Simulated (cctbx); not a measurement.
# Sn2Ir2O7: precision against data quality

Space group Fd-3m (no. 227, origin choice 1), a = 9.8620 Å, b = 9.8620 Å, c = 9.8620 Å, α = 90.00°, β = 90.00°, γ = 90.00°.

| atom | mult. | x | y | z | Ueq (Å²) |
| --- | --- | --- | --- | --- | --- |
| Ir1 | 16 | 1/8 | 5/8 | 1/8 | 0.0100 |
| Sn1 | 16 | 1/8 | 1/8 | 1/8 | 0.0213 |
| O1 | 8 | 1/4 | 3/4 | 1/4 | 0.0308 |
| O2 | 48 | 0.0369 | 1/4 | 1/4 | 0.0253 |

The model was made for the exercise: a known structure type with other elements put in, its volume estimated, not relaxed; displacement parameters are assumed.

Five simulated data sets (cctbx; Ag Kα, λ = 0.56087 Å; 6 % proportional error) differ in resolution or exposure (noise floor 8 counts in the first three, 8 in the last two). Each is refined with the right model, isotropic at 1.1 Å and anisotropic otherwise. How do the figures of merit and the uncertainties move?

| d min (Å) | top counts | ⟨I/σ⟩ (unmerged, absences included) | unique | param. (scale apart) | Rint | R1 | GooF | largest s.u. xyz (fractional) | s.u. U of O1 (Å²) | largest error (Å) |
| --- | --- | --- | --- | --- | --- | --- | --- | --- | --- | --- |
| 1.1 | 20000 | 1.8 | 30 | 5 | 0.052 | 0.0119 | 1.23 | 0.00152 | 0.0085 | 0.0106 |
| 0.84 | 20000 | 1.7 | 58 | 9 | 0.053 | 0.0095 | 0.92 | 0.00076 | 0.0028 | 0.0030 |
| 0.6 | 20000 | 1.6 | 139 | 9 | 0.059 | 0.0118 | 0.94 | 0.00051 | 0.0023 | 0.0064 |
| 0.75 | 300 | 0.2 | 79 | 9 | 0.382 | 0.0645 | 1.03 | 0.00945 | 0.0492 | 0.0423 |
| 0.75 | 3000 | 0.8 | 79 | 9 | 0.092 | 0.0213 | 1.03 | 0.00181 | 0.0089 | 0.0112 |

The number of reflections grows roughly as 1/d³: 30, 58 and 139 here. R1 follows the noise rather than the truth: at 300 counts it is 0.0645, at 3000 counts 0.0213, while GooF is 1.03 and 1.03: the weights 1/σ² carry the noise. The s.u. of U (U11 where anisotropic) for O1 goes 0.0085, 0.0028, 0.0023 Å² with resolution and 0.0492, 0.0089 Å² with exposure.

The 1.1 Å row also differs in its displacement model, so it isn't a clean test of resolution.

Hardware for the 0.6 Å refinement: 0.42 s on 1 thread of Intel(R) Xeon(R) CPU @ 2.60GHz (Ice Lake), on a shared host, peak memory 0.09 GiB.
